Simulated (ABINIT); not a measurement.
**How the form of the self-energy moves the gap of Al2O3 (Corundum)**

Aim: compare treatments of exchange, screening and correlation for the gap of Al2O3 (Corundum).

Method: PBE and many-body steps on it, plane waves, in ABINIT 10.8.3.

**Experimental background.**

- Gap 8.7 eV: optical band gap of host from absorption; optical absorption, quoted from earlier work; bulk crystal (high-purity reference sample) (quoted in “Multi-petahertz electron interference in Cr:Al2O3 solid-state material”, 2018, pmc:5906618).

Report form: the programs' logs are mostly left out.

## (1) The starting structure

Symmetry: R-3c, No. 167, trigonal system. The conventional cell has a = 4.760 Å, b = 4.760 Å, c = 12.996 Å, α = 90.00°, β = 90.00°, γ = 120.00°. Nearest to Al lie 6 O at 1.85 to 1.97 Å. Nearest to O lie 4 Al at 1.85 to 1.97 Å. Farther neighbours and most contacts between anions are not listed.

The cell and positions come from the Crystallography Open Database and are kept as given unless a step says otherwise.

## (2) Empty states on the mesh, 4×4×4 mesh, 123 bands

This step: ABINIT 10.8.3; DFT, PBE, plane waves, norm-conserving pseudopotentials.

The sums over transitions need many empty states on a uniform mesh; this step solves for them.

The input, run.abi:

```
acell 3*1.0 Angstrom
rprim 
  2.380249999995 1.374237978213 4.331866666707
  -2.380249999995 1.374237978213 4.331866666707
  -0.000000000000 -2.748475956495 4.331866666685
ntypat 2
znucl 13 8
natom 10
typat 1 1 1 1 2 2 2 2 2 2
xred 
  0.352160000000 0.352160000000 0.352160000000
  0.147840000000 0.147840000000 0.147840000000
  0.647840000000 0.647840000000 0.647840000000
  0.852160000000 0.852160000000 0.852160000000
  0.556680000000 0.943320000000 0.250000000000
  0.250000000000 0.556680000000 0.943320000000
  0.943320000000 0.250000000000 0.556680000000
  0.443320000000 0.056680000000 0.750000000000
  0.750000000000 0.443320000000 0.056680000000
  0.056680000000 0.750000000000 0.443320000000
pp_dirpath "pseudos"
pseudos "Al.upf, O.upf"
ecut 36
ngkpt 4 4 4
nshiftk 1
shiftk 0 0 0
kptopt 1
chksymbreak 0
iscf -2
irdden 1
istwfk *1
nband 123
nbdbuf 10
tolwfr 1e-09
nstep 60
prtvol 0
indata_prefix "in"
outdata_prefix "out"
tmpdata_prefix "tmp"
```

Launch:

```sh
OMP_NUM_THREADS=1 mpirun -n 4 abinit run.abi > log
```

Wall time 1.9 min (4 MPI ranks of Intel Xeon Platinum 8488C (Sapphire Rapids), shared host); peak memory 0.51 GiB; 7.4 min of CPU time.

This step gave:

```
gap                                                           : 6.266 eV
k of the valence top                                          : 0, 0, 0
k of the conduction bottom                                    : 0, 0, 0
least direct gap                                              : 6.266 eV
k points computed                                             : 13
lowest point of the top converged band, above the valence top : 51.9177 eV
```

On this mesh the gap is 6.266 eV.

The density comes from a self-consistent run that is not shown.

## (3) Screening, 4×4×4 mesh, 113 bands, screening to 122.5 eV

The RPA dielectric matrix is built and inverted for each q.

This step: RPA screening on PBE, plane waves, norm-conserving pseudopotentials.

run.abi: that of step 2 with these lines changed.

```diff
@@ -28,10 +28,11 @@
 chksymbreak 0
-iscf -2
-irdden 1
 istwfk *1
-nband 123
-nbdbuf 10
-tolwfr 1e-09
-nstep 60
-prtvol 0
+occopt 1
+irdwfk 1
+optdriver 3
+nband 113
+ecuteps 4.5
+inclvkb 2
+awtr 1
+symchi 1
 indata_prefix "in"
```

Wall time 4.4 min (4 MPI ranks); peak memory 2.5 GiB.

This step gave:

- ε∞ with local fields, on this mesh, along the program's q direction: 3.035
- the same without local fields: 3.242
- plasma frequency: 27.90 eV
- plane waves in the screening matrix: 277

Local fields lower ε∞ by 6 %.

## (4) G0W0, Godby-Needs plasmon pole

The self-energy is evaluated for the states that the input lists, and the levels follow from it, in one-shot runs by the linearised quasiparticle equation.

This step: G0W0 on PBE, plane waves, norm-conserving pseudopotentials.

run.abi: that of step 3 with these lines changed.

```diff
@@ -31,8 +31,15 @@
 irdwfk 1
-optdriver 3
+optdriver 4
 nband 113
+gwcalctyp 0
+ecutsigx 36
+symsigma 1
+nkptgw 1
+kptgw 
+  0.0000000000 0.0000000000 0.0000000000
+bdgw 
+  22 26
 ecuteps 4.5
-inclvkb 2
-awtr 1
-symchi 1
+irdscr 1
+ppmodel 1
 indata_prefix "in"
```

Run time: 12 s. Hardware: 4 MPI ranks; peak memory 1.5 GiB; 46 s of CPU time.

This step gave:

```
G0W0 gap on the points computed              : 8.45 eV
starting gap on the mesh                     : 6.266 eV
k of the valence top                         : 0, 0, 0
k of the conduction bottom                   : 0, 0, 0
Z at the valence top                         : 0.819
Z at the conduction bottom                   : 0.855
least direct G0W0 gap on the computed points : 8.45 eV
```

The gap on the mesh goes from 6.27 eV to 8.45 eV, a correction of +2.18 eV.

## (5) G0W0, Hybertsen-Louie plasmon pole

run.abi: that of step 4 with these lines changed.

```diff
@@ -43,3 +43,3 @@
 irdscr 1
-ppmodel 1
+ppmodel 2
 indata_prefix "in"
```

Wall time 13 s (4 MPI ranks); peak memory 1.8 GiB; 47 s of CPU time.

This step gave:

| Property | Result |
| --- | --- |
| G0W0 gap on the points computed | 8.559 eV |
| starting gap on the mesh | 6.266 eV |
| k of the valence top | 0, 0, 0 |
| k of the conduction bottom | 0, 0, 0 |
| Z at the valence top | 0.865 |
| Z at the conduction bottom | 0.886 |
| least direct G0W0 gap on the computed points | 8.559 eV |

Against G0W0 in ABINIT (4×4×4 mesh, 113 bands, screening to 122.5 eV, Godby-Needs plasmon pole), the gap moves by +0.109 eV.

## (6) G0W0, von der Linden-Horsch plasmon pole

run.abi: that of step 5 with these lines changed.

```diff
@@ -43,3 +43,3 @@
 irdscr 1
-ppmodel 2
+ppmodel 3
 indata_prefix "in"
```

Run time: 9.8 s. Hardware: 4 MPI ranks; peak memory 1.7 GiB; 37 s of CPU time.

Numbers from this step:

```yaml
g0w0_gap_on_the_points_computed: 8.523 eV
starting_gap_on_the_mesh: 6.266 eV
k_of_the_valence_top: 0, 0, 0
k_of_the_conduction_bottom: 0, 0, 0
least_direct_g0w0_gap_on_the_computed_points: 8.523 eV
```

Against G0W0 in ABINIT (4×4×4 mesh, 113 bands, screening to 122.5 eV, Godby-Needs plasmon pole), the gap moves by +0.073 eV.

## (7) G0W0, Engel-Farid plasmon pole

run.abi: that of step 6 with these lines changed.

```diff
@@ -43,3 +43,3 @@
 irdscr 1
-ppmodel 3
+ppmodel 4
 indata_prefix "in"
```

Elapsed: 9.9 s, on 4 MPI ranks; peak memory 1.6 GiB.

This step gave:

```yaml
g0w0_gap_on_the_points_computed: 8.449 eV
starting_gap_on_the_mesh: 6.266 eV
k_of_the_valence_top: 0, 0, 0
k_of_the_conduction_bottom: 0, 0, 0
least_direct_g0w0_gap_on_the_computed_points: 8.449 eV
```

Against G0W0 in ABINIT (4×4×4 mesh, 113 bands, screening to 122.5 eV, Godby-Needs plasmon pole), the gap moves by −0.001 eV.

## (8) One-shot Hartree-Fock

This step: one-shot Hartree-Fock on PBE, plane waves, norm-conserving pseudopotentials.

run.abi: that of step 7 with these lines changed.

```diff
@@ -32,4 +32,4 @@
 optdriver 4
-nband 113
-gwcalctyp 0
+nband 28
+gwcalctyp 5
 ecutsigx 36
@@ -41,5 +41,4 @@
   22 26
-ecuteps 4.5
-irdscr 1
-ppmodel 4
+ixc_sigma 40
+fftgw 31
 indata_prefix "in"
```

Wall time 4.2 s (4 MPI ranks); peak memory 1.4 GiB; 15 s of CPU time.

Numbers from this step:

```
quasiparticle gap on the points computed              : 16.59 eV
starting gap on the mesh                              : 6.266 eV
k of the valence top                                  : 0, 0, 0
k of the conduction bottom                            : 0, 0, 0
least direct quasiparticle gap on the computed points : 16.59 eV
```

Against G0W0 in ABINIT (4×4×4 mesh, 113 bands, screening to 122.5 eV, Godby-Needs plasmon pole), the gap moves by +8.137 eV.

## (9) Screening, 4×4×4 mesh, 113 bands, screening to 122.5 eV

This step: RPA screening on PBE, plane waves, norm-conserving pseudopotentials.

run.abi: that of step 8 with these lines changed.

```diff
@@ -31,14 +31,14 @@
 irdwfk 1
-optdriver 4
-nband 28
-gwcalctyp 5
-ecutsigx 36
-symsigma 1
-nkptgw 1
-kptgw 
-  0.0000000000 0.0000000000 0.0000000000
-bdgw 
-  22 26
-ixc_sigma 40
-fftgw 31
+optdriver 3
+nband 113
+ecuteps 4.5
+inclvkb 2
+awtr 1
+symchi 1
+gwcalctyp 2
+nfreqre 16
+freqremax 40 eV
+nfreqim 8
+spmeth 1
+nomegasf 120
 indata_prefix "in"
```

Wall time 6.8 min (4 MPI ranks); peak memory 2.9 GiB.

This step gave:

- ε∞ with local fields, on this mesh, along the program's q direction: 3.038
- the same without local fields: 3.245
- plasma frequency: 27.90 eV
- plane waves in the screening matrix: 277

## (10) G0W0, contour deformation

This step: G0W0 on PBE, plane waves, norm-conserving pseudopotentials.

run.abi: that of step 9 with these lines changed.

```diff
@@ -31,14 +31,14 @@
 irdwfk 1
-optdriver 3
+optdriver 4
 nband 113
+gwcalctyp 2
+ecutsigx 36
+symsigma 1
+nkptgw 1
+kptgw 
+  0.0000000000 0.0000000000 0.0000000000
+bdgw 
+  22 26
 ecuteps 4.5
-inclvkb 2
-awtr 1
-symchi 1
-gwcalctyp 2
-nfreqre 16
-freqremax 40 eV
-nfreqim 8
-spmeth 1
-nomegasf 120
+irdscr 1
 indata_prefix "in"
```

Wall time 12 s (4 MPI ranks); peak memory 1.9 GiB; 48 s of CPU time.

This step gave:

```
G0W0 gap on the points computed              : 8.471 eV
starting gap on the mesh                     : 6.266 eV
k of the valence top                         : 0, 0, 0
k of the conduction bottom                   : 0, 0, 0
least direct G0W0 gap on the computed points : 8.471 eV
```

Against G0W0 in ABINIT (4×4×4 mesh, 113 bands, screening to 122.5 eV, Godby-Needs plasmon pole), the gap moves by +0.021 eV.

## (11) Screening, 4×4×4 mesh, 113 bands, screening to 122.5 eV

This step: RPA screening on PBE, plane waves, norm-conserving pseudopotentials.

run.abi: that of step 10 with these lines changed.

```diff
@@ -31,14 +31,11 @@
 irdwfk 1
-optdriver 4
+optdriver 3
 nband 113
-gwcalctyp 2
-ecutsigx 36
-symsigma 1
-nkptgw 1
-kptgw 
-  0.0000000000 0.0000000000 0.0000000000
-bdgw 
-  22 26
 ecuteps 4.5
-irdscr 1
+inclvkb 2
+awtr 1
+symchi 1
+gwcalctyp 1
+nfreqre 0
+nfreqim 16
 indata_prefix "in"
```

The job ended after 14 min (4 MPI ranks; peak memory 2.5 GiB; 56 min of CPU time).

This step gave:

```yaml
eps_infinity_with_local_fields_on_this_mesh_along_the_program_s_q_direction: 3.035
the_same_without_local_fields: 3.242
plasma_frequency: 27.90 eV
plane_waves_in_the_screening_matrix: 277
```

## (12) G0W0, analytic continuation

This step: G0W0 on PBE, plane waves, norm-conserving pseudopotentials.

run.abi: that of step 11 with these lines changed.

```diff
@@ -31,11 +31,16 @@
 irdwfk 1
-optdriver 3
+optdriver 4
 nband 113
+gwcalctyp 1
+ecutsigx 36
+symsigma 1
+nkptgw 1
+kptgw 
+  0.0000000000 0.0000000000 0.0000000000
+bdgw 
+  22 26
 ecuteps 4.5
-inclvkb 2
-awtr 1
-symchi 1
-gwcalctyp 1
-nfreqre 0
-nfreqim 16
+irdscr 1
+nomegasi 12
+omegasimax 25 eV
 indata_prefix "in"
```

The job ended after 19 s (4 MPI ranks; peak memory 2.1 GiB).

Numbers from this step:

- G0W0 gap on the points computed: 8.418 eV
- starting gap on the mesh: 6.266 eV
- k of the valence top: 0, 0, 0
- k of the conduction bottom: 0, 0, 0
- least direct G0W0 gap on the computed points: 8.418 eV

Against G0W0 in ABINIT (4×4×4 mesh, 113 bands, screening to 122.5 eV, Godby-Needs plasmon pole), the gap moves by −0.032 eV.

## (13) The runs together

Times are wall times on 4 MPI ranks of Intel Xeon Platinum 8488C (Sapphire Rapids), shared host, good to a factor of about two. A run's time includes the screening step that it read.

```
                                     run   mesh  bands  screening cutoff (eV)  DFT gap (eV)  gap on the mesh (eV)  direct (eV)  ε∞ used     time
          G0W0, Godby-Needs plasmon pole  4×4×4    113                  122.5         6.266                 8.450        8.450     3.03  4.6 min
      G0W0, Hybertsen-Louie plasmon pole  4×4×4    113                  122.5         6.266                 8.559        8.559     3.03  4.6 min
G0W0, von der Linden-Horsch plasmon pole  4×4×4    113                  122.5         6.266                 8.523        8.523     3.03  4.5 min
          G0W0, Engel-Farid plasmon pole  4×4×4    113                  122.5         6.266                 8.449        8.449     3.03  4.5 min
                   one-shot Hartree-Fock  4×4×4      -                      -         6.266                16.587       16.587        -    4.2 s
               G0W0, contour deformation  4×4×4    113                  122.5         6.266                 8.471        8.471     3.04    7 min
             G0W0, analytic continuation  4×4×4    113                  122.5         6.266                 8.418        8.418     3.03   14 min
```

## (14) Summary of results

```json
{
  "G0W0, Godby-Needs plasmon pole": "8.450 eV",
  "G0W0, Hybertsen-Louie plasmon pole": "8.559 eV",
  "G0W0, von der Linden-Horsch plasmon pole": "8.523 eV",
  "G0W0, Engel-Farid plasmon pole": "8.449 eV",
  "one-shot Hartree-Fock": "16.587 eV",
  "G0W0, contour deformation": "8.471 eV",
  "G0W0, analytic continuation": "8.418 eV",
  "known limits": "not at the basis limit"
}
```

G0W0, Hybertsen-Louie plasmon pole: +0.109 eV against G0W0, Godby-Needs plasmon pole. G0W0, von der Linden-Horsch plasmon pole: +0.073 eV against G0W0, Godby-Needs plasmon pole. G0W0, Engel-Farid plasmon pole: −0.001 eV against G0W0, Godby-Needs plasmon pole. One-shot Hartree-Fock: +8.137 eV against G0W0, Godby-Needs plasmon pole. G0W0, contour deformation: +0.021 eV against G0W0, Godby-Needs plasmon pole. G0W0, analytic continuation: −0.032 eV against G0W0, Godby-Needs plasmon pole. Bare exchange alone opens the gap to 16.59 eV; against G0W0, correlation takes back 8.14 eV. Against experiment, by G0W0, Godby-Needs plasmon pole: the gap of 8.45 eV lies −0.25 eV from the measured 8.7 eV (optical, quoted 2018). An exciton line or allowed optical edge lies below the quasiparticle gap by the binding energy; a forbidden edge can push the onset above it. These are gaps on the mesh, at modest bands and cutoff. The calculation has static nuclei and no excitons; a measured gap holds zero-point and thermal motion, which mostly lowers it. Bands and cutoff are finite, so the gap is not at the basis limit. The miss can reach some tenths of an eV and take either sign; the mesh is an error of its own. In the G0W0 runs levels were corrected at 1 k point alone, so a gap called «on the mesh» is the least over those, and an edge elsewhere would be missed.

[Paths, hosts, dates, memory and timing lines, banners, echoed tables and standing remarks are left out of the program output.]

[Logs are printed without paths, hosts, clocks, repeated set-up lines and the standing remarks that a program may print on its own settings, such as how far it seeks lower states.]

[Runs of the session that timed out or met a known fault of the program may be left out.]

[Hosts, paths, dates, database ids (printed as entryN), source tags and the programs' standing remarks are cut or masked in the printed files.]

[G0W0 gaps are taken among the corrected bands and points alone; a level outside them can change the order at an edge.]

[Where Ansatz stands beside ABINIT at settings called matched, ABINIT's density can come from a denser mesh and the files from another edition; pairs whose starting gaps differed by over 0.03 eV were left out, so agreement reads better than it is.]
